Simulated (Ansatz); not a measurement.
## Phonons of YCuAg in the AlB2 type

The plan: relax YCuAg in the AlB2 type, check its phonons, and, if the lattice is stable, compute its Eliashberg function and ρ(T).

Calculated with Ansatz 0.2.0; DFT LDA, scalar-relativistic, plane waves, PAW.

Report form: the programs' logs are mostly left out.

The structure was built from a prototype and need not be the compound's stable phase.

## Step 1: Set-up

Symmetry: P-6m2, No. 187, hexagonal system. Conventional cell: a = 4.084 Å, b = 4.084 Å, c = 4.288 Å, α = 90.00°, β = 90.00°, γ = 120.00°. Nearest to Y lie 6 Ag at 3.19 Å and 6 Cu at 3.19 Å. Nearest to Cu lie 3 Ag at 2.36 Å and 6 Y at 3.19 Å. Ag has 3 Cu at 2.36 Å and 6 Y at 3.19 Å nearest. Farther neighbours are not listed.

## Step 2: Relaxing cell and atoms

The structure is brought to rest under this functional.

Contents of input.yaml:

```yaml
crystal:
  lattice:
    - [4.0841, 0.0, 0.0]
    - [-2.04205, 3.53693, 0.0]
    - [0.0, 0.0, 4.2883]
  atoms:
    - { symbol: "Y", position: [0.0, 0.0, 0.0] }
    - { symbol: Cu, position: [0.33333333, 0.66666667, 0.5] }
    - { symbol: Ag, position: [0.66666667, 0.33333333, 0.5] }
kpoints:
  mp_grid: { grid: [9, 9, 8] }
hamiltonian:
  xc: lda
scf:
  occupations: { method: gaussian, width: 0.1 }
output:
  forces: true
  stress: true
  eigenvalues: true
relax:
  adjacent_minimum: "off"
  f_tol: 0.005
  max_steps: 80
  cell: { stress_tol: 0.05 }
```

Run with:

```
$ ansatz run input.yaml --threads 4 --pin off --max-ram 10240MiB --backend cpu --events-out ev --progress --plain --runs-dir out
```

Run time: 49 s. Hardware: 4 threads of Intel Xeon Platinum 8488C (Sapphire Rapids), shared host; peak memory 0.57 GiB.

Relaxation path:

```csv
step,energy less that of the first step (eV),largest force component (eV/Å),pressure (GPa),volume (Å³)
1,0.0000,0.0000,-0.76,61.95
2,-0.2208,0.0000,-0.17,60.29
3,-0.4122,0.0000,-1.14,59.55
4,-0.5125,0.0000,1.34,57.12
5,-0.5877,0.0000,-0.90,57.08
6,-0.5891,0.0000,0.33,55.91
7,-0.5913,0.0000,0.09,56.23
8,-0.5915,0.0000,0.00,56.34
9*,-0.5924,0.0000,0.05,56.34
10,-0.5924,0.0000,-0.01,56.35
11*,-0.5924,0.0000,-0.01,56.35
```

Relaxation steps marked * repeat the geometry before them on a plane-wave basis chosen anew for their cell, so energy and pressure can jump there.

The run keeps the 12 symmetry operations that it works with, so distortions that break them were not tested.

```csv
cell as run,before,after,change
a (Å),4.084,4.372,+7.1 %
b (Å),4.084,4.372,+7.1 %
c (Å),4.288,3.404,-20.6 %
volume (Å³/atom),20.65,18.78,-9.0 %
```

The relaxed structure:

```
Y Cu Ag
1.0
     4.37223    0.00000    0.00000
    -2.18612    3.78646    0.00000
     0.00000    0.00000    3.40400
Y Cu Ag
1 1 1
Direct
  0.00000 0.00000 0.00000
  0.33333 0.66667 0.50000
  0.66667 0.33333 0.50000
```

This step gave:

```
pressure          : -0.008525 GPa
volume per atom   : 18.78 Å³/atom
metallic on mesh  : yes
gap on the k-mesh : 0 eV
```

The largest force is now zero by symmetry and the largest stress component 0.011 GPa.

## Step 3: Relaxing cell and atoms

The cell moved far, so the relaxation is started again from the new cell to confirm it.

input.yaml, the sections that differ from step 2:

```yaml
crystal:
  lattice:
    - [4.3722304945, 0.0, 0.0]
    - [-2.1861152473, 3.7864626795, 0.0]
    - [0.0, 0.0, 3.4040009655]
  atoms:
    - { symbol: "Y", position: [0.0, 0.0, 0.0] }
    - { symbol: Cu, position: [0.3333333333, 0.6666666667, 0.5] }
    - { symbol: Ag, position: [0.6666666667, 0.3333333333, 0.5] }
# kpoints, hamiltonian, scf, output, relax: as in step 2
```

Elapsed: 3.8 s, on 4 threads; peak memory 0.55 GiB.

Little changed from the start: no atom moved by 0.005 Å and no cell edge by 0.1 %.

Numbers from this step:

```yaml
pressure: -0.008523 GPa
```

The largest force is now zero by symmetry and the largest stress component 0.011 GPa.

## Step 4: Relaxing tightly for phonons

No force is left; the cell is relaxed once more with another smearing and tight thresholds.

input.yaml, the sections that differ from step 3:

```yaml
scf:
  occupations: { method: methfessel_paxton, width: 0.2 }
relax:
  adjacent_minimum: "off"
  f_tol: 0.001
  max_steps: 60
  cell: { stress_tol: 0.01 }
# crystal, kpoints, hamiltonian, output: as in step 3
```

The job ended after 12 s (4 threads; peak memory 0.56 GiB; 47 s of CPU time).

Relaxation path:

```csv
step,energy less that of the first step (eV),largest force component (eV/Å),pressure (GPa),volume (Å³)
1,0.0000,0.0000,-0.04,56.35
2,0.0000,0.0000,0.05,56.28
3,0.0000,0.0000,0.01,56.31
4,0.0000,0.0000,0.01,56.31
```

The log counts 1 steps on a newly chosen plane-wave basis, not all of them marked here; energy and pressure can jump at such steps.

```csv
"conventional cell, symmetrised",before,after,change
a (Å),4.372,4.373,+0.0 %
b (Å),4.372,4.373,+0.0 %
c (Å),3.404,3.400,-0.1 %
volume (Å³/atom),18.78,18.77,-0.1 %
```

Final coordinates:

```xyz
3
Lattice="4.3728 0.0000 0.0000 -2.1864 3.7870 0.0000 0.0000 0.0000 3.4005" Properties=species:S:1:pos:R:3 pbc="T T T"
Y     0.0000    0.0000    0.0000
Cu    0.0000    2.5247    1.7002
Ag    2.1864    1.2623    1.7002
```

Numbers from this step:

- pressure: 0.005282 GPa
- volume per atom: 18.77 Å³/atom

The largest force is now zero by symmetry and the largest stress component 0.0079 GPa, small enough for phonons.

## Step 5: Lattice stability: q 2×2×2, k 4×4×4

Couplings are defined for a stable lattice alone, so phonons come first.

Contents of input.yaml:

```yaml
crystal:
  lattice:
    - [4.3728227994, 0.0, 0.0]
    - [-2.1864113997, 3.7869756305, 0.0]
    - [0.0, 0.0, 3.4004631543]
  atoms:
    - { symbol: "Y", position: [0.0, 0.0, 0.0] }
    - { symbol: Cu, position: [0.3333333333, 0.6666666667, 0.5] }
    - { symbol: Ag, position: [0.6666666667, 0.3333333333, 0.5] }
kpoints:
  mp_grid: { grid: [4, 4, 4] }
hamiltonian:
  xc: lda
scf:
  occupations: { method: methfessel_paxton, width: 0.2 }
output:
  eigenvalues: true
phonons:
  method: dfpt
  qmesh: [2, 2, 2]
  temperatures: { t_max: 1000, t_step: 50 }
  qpath:
    path:
      - [[0.0, 0.0, 0.0], [0.5, 0.0, 0.0], [0.33333333, 0.33333333, 0.0], [0.0, 0.0, 0.0], [0.0, 0.0, 0.5], [0.5, 0.0, 0.5], [0.33333333, 0.33333333, 0.5], [0.0, 0.0, 0.5]]
      - [[0.5, 0.0, 0.5], [0.5, 0.0, 0.0]]
      - [[0.33333333, 0.33333333, 0.5], [0.33333333, 0.33333333, 0.0]]
    npoints: 10
```

It took 24 s on 4 threads; peak memory 0.63 GiB; 85 s of CPU time.

This step gave:

| Quantity | Value |
| --- | --- |
| share of imaginary modes in the plain interpolation between solved wavevectors | 0.0189 |
| highest frequency, solved or plainly interpolated | 225.2 cm⁻¹ |

Solved on the 2×2×2 mesh alone; all other wavevectors are interpolated. The phonon branches at the labelled points (cm⁻¹):

```csv
point,branch 1,branch 2,branch 3,branch 4,branch 5,branch 6,branch 7,branch 8,branch 9
Γ,0,0,0,107,150,150,153,206,206
halfway,44,50,96,101,134,137,144,205,212
M,74,75,92,116,119,131,151,196,216
halfway,79,82,92,108,121,126,159,192,218
K,86,89,94,102,118,120,169,185,219
halfway,51,57,100,106,130,136,141,204,214
Γ,0,0,0,107,150,150,153,206,206
halfway,46,46,68,91,132,132,164,208,208
A,69,88,92,92,92,92,180,209,209
halfway,30,69,93,103,110,123,183,204,212
L,-47,67,94,112,134,135,172,205,215
halfway,-39,54,92,117,136,142,174,193,222
H,-18,30,90,121,136,151,177,181,225
halfway,23,62,92,107,116,126,184,199,215
A,69,88,92,92,92,92,180,209,209
jump to L,-47,67,94,112,134,135,172,205,215
halfway,49,77,84,115,127,141,159,197,216
M,74,75,92,116,119,131,151,196,216
jump to H,-18,30,90,121,136,151,177,181,225
halfway,56,66,87,112,131,153,162,183,221
K,86,89,94,102,118,120,169,185,219
```

Lowest modes at the softest wavevector of the mesh. Modes at q = (0.000, 0.500, 0.500), with each element's share of the kinetic energy (negative means imaginary):

```csv
mode,frequency (cm⁻¹),Y %,Cu %,Ag %
1,-47.2,35,28,37
2,67.4,2,65,33
3,94.4,0,36,64
4,112.5,100,0,0
5,133.8,10,11,79
6,135.3,63,7,31
```

Displacements in mode 1 (-47.2 cm⁻¹), the largest set to 1, in the home cell:
```
Y1   0.00 -0.95  0.00
Cu2  0.00  0.00 -1.00
Ag3  0.00  0.00 -0.88
```

Displacements in mode 4 (112.5 cm⁻¹), the largest set to 1, in the home cell:
```
Y1  1.00 0.00 0.00
Cu2 0.00 0.00 0.00
Ag3 0.00 0.00 0.00
```

Among the solved wavevectors the lowest mode, translations apart, is -47.2 cm⁻¹, imaginary.

## Step 6: Phonons: q 3×3×2, k 6×6×6

An imaginary mode on so few k-points may come from the sampling, so the phonons are repeated with another q and k mesh.

Changes to input.yaml since step 5:

```diff
@@ -10,3 +10,3 @@
 kpoints:
-  mp_grid: { grid: [4, 4, 4] }
+  mp_grid: { grid: [6, 6, 6] }
 hamiltonian:
@@ -19,3 +19,3 @@
   method: dfpt
-  qmesh: [2, 2, 2]
+  qmesh: [3, 3, 2]
   temperatures: { t_max: 1000, t_step: 50 }
```

The job ended after 90 s (4 threads; peak memory 0.81 GiB).

This step gave:

```
share of imaginary modes in the plain interpolation between solved wavevectors : 0.028
highest frequency, solved or plainly interpolated                              : 223.4 cm⁻¹
```

Solved on the 3×3×2 mesh alone; all other wavevectors are interpolated. Phonon branches along the path, in cm⁻¹:

```csv
point,branch 1,branch 2,branch 3,branch 4,branch 5,branch 6,branch 7,branch 8,branch 9
Γ,0,0,0,100,135,135,142,202,202
halfway,36,39,91,98,128,129,134,198,208
M,69,78,90,104,106,124,142,189,213
halfway,66,83,91,96,101,124,151,185,216
K,65,87,88,93,96,122,163,177,218
halfway,39,48,97,101,121,130,133,196,210
Γ,0,0,0,100,135,135,142,202,202
halfway,51,51,60,83,124,124,159,201,201
A,55,76,88,88,100,100,181,200,200
halfway,-4,59,89,102,111,132,181,200,205
L,-49,58,87,109,131,136,167,205,210
halfway,-47,45,84,106,130,139,170,191,219
H,-35,-13,81,103,124,149,175,177,223
halfway,-23,57,88,108,111,133,182,195,210
A,55,76,88,88,100,100,181,200,200
jump to L,-49,58,87,109,131,136,167,205,210
halfway,40,74,78,108,122,135,154,194,212
M,69,78,90,104,106,124,142,189,213
jump to H,-35,-13,81,103,124,149,175,177,223
halfway,45,55,83,91,116,154,157,177,219
K,65,87,88,93,96,122,163,177,218
```

Lowest modes at the softest wavevector of the mesh. Modes at q = (-0.333, 0.333, 0.500), with each element's share of the kinetic energy (negative means imaginary):

```csv
mode,frequency (cm⁻¹),Y %,Cu %,Ag %
1,-35.3,27,39,34
2,58.3,3,56,41
3,88.2,0,37,63
4,111.9,100,0,0
5,113.2,11,25,64
6,135.5,70,6,25
```

Displacements in mode 1 (-35.3 cm⁻¹), the largest set to 1, in the home cell (x, y, z of the real part, then of the imaginary part):
```
Y1   0.60 -0.35  0.00  0.14 -0.08  0.00
Cu2  0.00  0.00 -0.91  0.00  0.00  0.41
Ag3  0.00  0.00  0.50  0.00  0.00  0.52
```

Displacements in mode 4 (111.9 cm⁻¹), the largest set to 1, in the home cell:
```
Y1  0.58 1.00 0.00
Cu2 0.00 0.00 0.00
Ag3 0.00 0.00 0.00
```

The modes has structure finer than the step of the table below, so its rows give means over 10 cm⁻¹, whole bins alone (the curve runs from -57.9 to 240 cm⁻¹). Peaks (cm⁻¹: height): Ag 65.8: 0.0236, 82.6: 0.0368, 107.0: 0.0211, 127.6: 0.0243, 198.8: 0.0249, 211.9: 0.0265; Cu 60.1: 0.0194, 82.6: 0.0318, 127.6: 0.0125, 198.8: 0.0451, 211.9: 0.0423; Y 65.8: 0.0139, 108.9: 0.0511, 127.6: 0.0561, 172.6: 0.0171.

Phonopy on the run's constants, 15x15x17 mesh, Gaussian sigma 2.1 cm⁻¹. The modes by wavenumber; means over each step; values in 1/cm⁻¹/cell:

```csv
wavenumber (cm⁻¹),Ag,Cu,Y
-50,8.1e-4,7.3e-4,6.5e-4
-40,0.00352,0.00291,0.00277
-30,0.00263,0.00216,0.00201
-20,0.00218,0.00182,0.00166
-10,3.8e-4,4.4e-4,3.1e-4
0,2.0e-4,1.5e-4,1.5e-4
10,8.9e-4,7.9e-4,7.0e-4
20,0.00443,0.00340,0.00331
30,0.00683,0.00534,0.00503
40,0.0104,0.00802,0.00723
50,0.0111,0.0100,0.00728
60,0.0208,0.0174,0.0115
70,0.0205,0.0140,0.00976
80,0.0274,0.0236,0.00538
90,0.0222,0.0257,0.00446
100,0.0165,0.0127,0.0184
110,0.0169,0.00781,0.0430
120,0.0168,0.00794,0.0405
130,0.0219,0.0107,0.0515
140,0.0138,0.00560,0.0196
150,0.00894,0.00390,0.0119
160,0.00418,0.00337,0.0125
170,0.00175,0.00634,0.0154
180,0.00292,0.0119,0.0125
190,0.0105,0.0271,0.00376
200,0.0207,0.0372,0.00377
210,0.0220,0.0353,0.00272
220,0.00872,0.0136,0.00211
230,6.6e-5,9.3e-5,4.1e-5
```

No LO-TO term; unit eigenvectors of the mass-weighted matrix. The modes at Γ (shares of kinetic energy by element, %):

```csv
mode,frequency (cm⁻¹),symmetry,Y %,Cu %,Ag %
1,0.0,unnamed,34,24,41
2,0.0,unnamed,34,24,41
3,0.0,unnamed,34,24,41
4,100.3,A2'',0,61,39
5,135.3,E',66,15,19
6,135.3,E',66,15,19
7,142.3,A2'',66,15,19
8,201.5,E',0,61,39
9,201.5,E',0,61,39
```

Displacements in mode 4 (100.3 cm⁻¹), the largest set to 1:
```
Y1   0.00  0.00  0.04
Cu2  0.00  0.00  1.00
Ag3  0.00  0.00 -0.62
```

Displacements in mode 8 (201.5 cm⁻¹), the largest set to 1:
```
Y1   0.00  0.04  0.00
Cu2  0.00  1.00  0.00
Ag3  0.00 -0.62  0.00
```

Among the solved wavevectors the lowest mode, translations apart, is -35.3 cm⁻¹, imaginary.

## Step 7: Summary of results

```yaml
phonon_run_of_the_rows_without_a_label_of_their_own: LDA, q 3×3×2, k 6×6×6
softest_mode_on_the_q_mesh: -35.3 cm⁻¹ at q = (-0.333, 0.333, 0.5)
highest_frequency_solved_or_plainly_interpolated: 223 cm⁻¹
```

What this shows: The lattice is dynamically unstable at this level: a mode at q = (-0.333, 0.333, 0.5) is imaginary, 35.3i cm⁻¹, so no harmonic coupling constant or resistivity is defined for this structure. These meshes are coarse, and single modes of a metal can move by tens of cm⁻¹ with the k mesh. The coarser mesh found an imaginary mode at another wavevector, which this mesh lacks. The phonon runs are not spin-polarised. The structure was built by hand as an ordered model, and its stability against other phases was not tested.

[Logs are printed without paths, hosts, clocks, repeated set-up lines and the standing remarks that a program may print on its own settings, such as how far it seeks lower states.]

[Hosts, paths, dates, database ids (printed as entryN), source tags and the programs' standing remarks are cut or masked in the printed files.]
